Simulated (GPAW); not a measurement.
## SiC (F-43m): refractive index against wavelength

The refractive index of SiC (F-43m) below the direct gap (4.55 eV on the mesh) is read from one computed spectrum, n = √(Re ε).

Cell: a, b, c = 3.082, 3.082, 3.082 Å (primitive vectors), 2 atoms.

Method: GPAW 26.7.0, revPBE, RPA, k-mesh 16×16×16, local fields up to 80 eV, Lorentzian half width 0.15 eV.

Launch of the response step: `OMP_NUM_THREADS=1 python df.py`. The run took 27 s, its band step included, on 1 thread of Arm Neoverse V1 (shared host).

| wavelength (nm) | photon energy E (eV) | n |
| --- | --- | --- |
| 1064 | 1.165 | 2.5967 |
| 850 | 1.459 | 2.6130 |
| 700 | 1.771 | 2.6351 |
| 633 | 1.959 | 2.6510 |
| 532 | 2.331 | 2.6890 |
| 450 | 2.755 | ? |
| 405 | 3.061 | 2.7961 |

In the single-oscillator model n² − 1 = E₀E_d/(E₀² − E²), so 1/(n² − 1) = E₀/E_d − E²/(E₀E_d) is linear in E².

Working, on the rows shown:

| x = E² (eV²) | y = 1/(n² − 1) |
| --- | --- |
| 1.35784 | 0.17413 |
| 2.12762 | 0.171592 |
| 3.13716 | 0.168244 |
| 3.83641 | 0.165898 |
| 5.43137 | 0.160495 |
| 9.37179 | 0.146667 |

Means: x̄ = 4.2104, ȳ = 0.1645. Σ(x − x̄)(y − ȳ) = -0.1437, Σ(x − x̄)² = 41.9. Slope = -0.1437 / 41.9 = -0.00343; intercept = ȳ − slope · x̄ = 0.17895. Turned back into n, the line misses the rows shown by at most 0.0013.

Q: Predict the last column of the withheld row from the fit.

A: At x = 7.5912 the line gives y = 0.15291, that is 2.7459. The run gave 2.7451, so the interpolation is off by 0.00079, 0.4 % of the range in the table.

Refitted with all rows, the slope is -0.003424 and the intercept 0.17893. These give E₀ = √(intercept/−slope) = 7.23 eV and E_d = E₀/intercept = 40.4 eV; E₀ is 1.6 times the direct gap. The electronic limit at long wavelengths, without lattice vibrations, is n = √(1 + 1/intercept) = 2.567. Excitons are left out; revPBE gaps are as a rule too small. The values come from a sum over the points of one k-mesh and carry its error, which grows as the direct gap shrinks.
